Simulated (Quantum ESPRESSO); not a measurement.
## AlN (F-43m): from Born charge to LO-TO splitting

How high does the longitudinal optical mode of AlN (F-43m) lie, given the transverse one, the Born charge and ε∞?

Method: DFT LDA, scalar-relativistic, plane waves, PseudoDojo norm-conserving pseudopotentials, in Quantum ESPRESSO 7.5.

### Step 1. The relaxed structure

The structure is cubic, space group F-43m (No. 216). The conventional cell has a = 4.333 Å, b = 4.333 Å, c = 4.333 Å, α = 90.00°, β = 90.00°, γ = 90.00°. Al has 4 N at 1.88 Å nearest. N has 4 Al at 1.88 Å nearest. Farther neighbours and most contacts between anions are not listed.

As a file:

```
CELL_PARAMETERS angstrom
-2.16650 0.00000 2.16650
0.00000 2.16650 2.16650
-2.16650 2.16650 0.00000
ATOMIC_POSITIONS crystal
Al 0.00000 0.00000 0.00000
N 0.75000 0.75000 0.75000
```

This is the cell after its relaxation at this level of theory, not the database cell from which that began.

### Step 2. What the response run gave

A linear-response run on the relaxed cell, with the response to an electric field; only its zone-centre results are used. Cutoff 92 Ry, k mesh 12×12×12.

Output:

```text
[banners, grids, parts of the stress and lines that vanish by symmetry left out]
Program PHONON v.7.5
     Reading xml data from directory:

[...]
Exchange-correlation= PW
                           (   1   4   0   0   0   0   0)
[...]
(   8 q-points):
[...]
kinetic-energy cut-off    =      92.0000  Ry
     charge density cut-off    =     368.0000  Ry
     convergence threshold     =      1.0E-18
[...]
Exchange-correlation= PW
                           (   1   4   0   0   0   0   0)
[...]
q = (   0.0000000   0.0000000   0.0000000 )
     25 Sym.Ops. (with q -> -q+G )
     G cutoff =  312.4875  (  16361 G-vectors)     FFT grid: ( 36, 36, 36)
     number of k points=    72
[...]
Mode symmetry, T_d (-43m)  point group:
[...]
Dielectric constant
[...]
End of electric fields calculation
          Dielectric constant in cartesian axis
          (       4.486926886      -0.000000000       0.000000000 )
          (       0.000000000       4.486926886      -0.000000000 )
          (      -0.000000000      -0.000000000       4.486926886 )
          Effective charges (d Force / dE) in cartesian axis without acoustic sum rule applied (asr)
           atom    1  Al    Mean Z*:        2.52890
      Ex  (        2.52890        0.00000        0.00000 )
      Ey  (        0.00000        2.52890       -0.00000 )
      Ez  (       -0.00000       -0.00000        2.52890 )
           atom    2  N     Mean Z*:       -2.52874
      Ex  (       -2.52874       -0.00000        0.00000 )
      Ey  (       -0.00000       -2.52874       -0.00000 )
      Ez  (        0.00000       -0.00000       -2.52874 )
          Effective charges Sum: Mean:        0.00016
[...]
Effective charges (d Force / dE) in cartesian axis with asr applied:
           atom    1  Al    Mean Z*:        2.52882
[...]
atom    2  N     Mean Z*:       -2.52882
[...]
Representation #   1 modes #   1   2   3
[...]
End of self-consistent calculation
     Convergence has been achieved
     Representation #   2 modes #   4   5   6
[...]
End of self-consistent calculation
     Convergence has been achieved
[...]
Dielectric constant in cartesian axis
          (       4.486926886      -0.000000000       0.000000000 )
          (       0.000000000       4.486926886      -0.000000000 )
          (      -0.000000000      -0.000000000       4.486926886 )
          Effective charges (d Force / dE) in cartesian axis without acoustic sum rule applied (asr)
           atom    1  Al    Mean Z*:        2.52890
[...]
Mode symmetry, C_s (m)     point group:
[...]
q = (    0.530330086  -0.176776695   0.530330086 )
[...]
Mode symmetry, C_s (m)     point group:
     freq (   1-   1) =        297.2  [cm-1]   --> A''
     freq (   2-   2) =        367.1  [cm-1]   --> A'
     freq (   3-   3) =        512.7  [cm-1]   --> A'
     freq (   4-   4) =        668.0  [cm-1]   --> A''
     freq (   5-   5) =        687.8  [cm-1]   --> A'
     freq (   6-   6) =        750.3  [cm-1]   --> A'
[...]
Mode symmetry, C_s (m)     point group:
[...]
q = (    0.353553391   0.000000000   0.353553391 )
[...]
Mode symmetry, C_s (m)     point group:
     freq (   1-   1) =        242.2  [cm-1]   --> A''
     freq (   2-   2) =        366.0  [cm-1]   --> A'
     freq (   3-   3) =        461.0  [cm-1]   --> A'
     freq (   4-   4) =        658.7  [cm-1]   --> A''
     freq (   5-   5) =        694.3  [cm-1]   --> A'
     freq (   6-   6) =        775.9  [cm-1]   --> A'
[...]
Mode symmetry, D_2d (-42m) point group:
[...]
Representation #   3 modes #   3   4
[...]
Convergence has been achieved
     Representation #   4 modes #   5   6
[...]
Convergence has been achieved
[...]
q = (    0.000000000  -0.707106781   0.000000000 )
[...]
freq (    5) =      20.241525 [THz] =     675.184610 [cm-1]
     freq (    6) =      21.673730 [THz] =     722.957808 [cm-1]
[...]
Mode symmetry, D_2d (-42m) point group:
     freq (   1-   2) =        341.0  [cm-1]   --> E    X_5  W_3
     freq (   3-   3) =        591.7  [cm-1]   --> B_2  X_3  W_2
     freq (   4-   5) =        675.2  [cm-1]   --> E    X_5  W_3
     freq (   6-   6) =        723.0  [cm-1]   --> A_1  X_1  W_1
[...]
Mode symmetry, S_4 (-4)    point group:
[...]
Convergence has been achieved
[...]
Convergence has been achieved
[...]
Convergence has been achieved
[...]
Convergence has been achieved
     Representation #   5 mode #   5
[...]
End of self-consistent calculation
     Convergence has been achieved
     Representation #   6 mode #   6
[...]
End of self-consistent calculation
     Convergence has been achieved
[...]
q = (   -0.353553391  -0.707106781   0.000000000 )
[...]
freq (    1) =      11.284449 [THz] =     376.408713 [cm-1]
     freq (    2) =      12.665029 [THz] =     422.459893 [cm-1]
     freq (    3) =      15.365954 [THz] =     512.553043 [cm-1]
     freq (    4) =      19.904437 [THz] =     663.940536 [cm-1]
     freq (    5) =      20.390935 [THz] =     680.168394 [cm-1]
     freq (    6) =      21.956609 [THz] =     732.393655 [cm-1]
[...]
Mode symmetry, S_4 (-4)    point group:
     freq (   1-   1) =        376.4  [cm-1]   --> B    W_3
     freq (   2-   2) =        422.5  [cm-1]   --> E    W_4
     freq (   3-   3) =        512.6  [cm-1]   --> E*   W_2
     freq (   4-   4) =        663.9  [cm-1]   --> A    W_1
     freq (   5-   5) =        680.2  [cm-1]   --> E    W_4
     freq (   6-   6) =        732.4  [cm-1]   --> B    W_3

   JOB DONE.
```

| quantity | value |
| --- | --- |
| cell volume Ω (Å³) | 20.338 |
| mass of Al (u) | 26.982 |
| mass of N (u) | 14.007 |
| Born charge of Al, raw (e) | 2.529 |
| Born charge of N, raw (e) | -2.529 |
| ε∞ | 4.487 |
| ω(TO) after the sum rule (cm⁻¹) | 669.5 |

### Step 3. The calculation

The charges must sum to zero over the cell; taking off their mean, 0.000 e, leaves Z* = 2.529 e on Al. In the polar mode Al moves against N, so the reduced mass is μ = 26.98 × 14.01 / 40.99 = 9.220 u.

A longitudinal wave builds up a field that adds to the restoring force: ω(LO)² = ω(TO)² + 4π Z*² / (μ Ω ε∞), in Hartree atomic units. With μ = 16808 electron masses and Ω = 137.25 bohr³ the second term is 7.7639e-06 Ha², or 373981 cm⁻² (1 Ha = 219474.6 cm⁻¹).

So ω(LO) = √(448203 + 373981) = 906.7 cm⁻¹, and by the Lyddane-Sachs-Teller relation ε₀ = ε∞ (ω(LO)/ω(TO))² = 8.23.

### Step 4. Check against the program

The analysis program adds the same non-analytic term to the full matrix, here for q along (1 0 0).

Output:

```text
[banner, memory and clock lines left out]
Program DYNMAT v.7.5

     Reading Dynamical Matrix from file x.dyn1
     ...Force constants read
     ...epsilon and Z* read

     Polarizability (A^3 units)
     multiply by 0.462469 for Clausius-Mossotti correction
         5.643366    0.000000   -0.000000
        -0.000000    5.643366   -0.000000
         0.000000   -0.000000    5.643366

     IR activities are in (D/A)^2/amu units

# mode   [cm-1]    [THz]      IR
    1     -0.00   -0.0000    0.0000
    2      0.00    0.0000    0.0000
    3      0.00    0.0000    0.0000
    4    669.48   20.0706   16.0013
    5    669.48   20.0706   16.0013
    6    906.75   27.1836   16.0013
```

ε₀ comes from the program's run without a direction of q.

| quantity | by hand | program |
| --- | --- | --- |
| ω(LO) (cm⁻¹) | 906.7 | 906.8 |
| ε₀ | 8.23 | 8.23 |

### Step 5. Summary of results

| Quantity | Value |
| --- | --- |
| TO mode | 669.5 cm⁻¹ |
| LO mode | 906.8 cm⁻¹ |
| static dielectric constant | 8.231 |

The LO mode of AlN (F-43m) lies at 907 cm⁻¹, 237 cm⁻¹ above the TO mode; the formula meets the program within 0.1 cm⁻¹, as it must for a cubic crystal with one polar mode. ω(LO)² − ω(TO)² goes with Z*²/ε∞: an error of 5 % in ε∞ would move the LO mode by 9.9 cm⁻¹, and semilocal functionals tend to overestimate ε∞. These are harmonic values at zero temperature, at the volume of this functional, for the structure held cubic; stability elsewhere in the zone is no part of this calculation.

[Host names and launcher messages were left out of these logs when they were recorded.]

[Logs are printed without paths, hosts, clocks, repeated set-up lines and the standing remarks that a program may print on its own settings, such as how far it seeks lower states.]

[Hosts, paths, dates, database ids (printed as entryN), source tags and the programs' standing remarks are cut or masked in the printed files.]
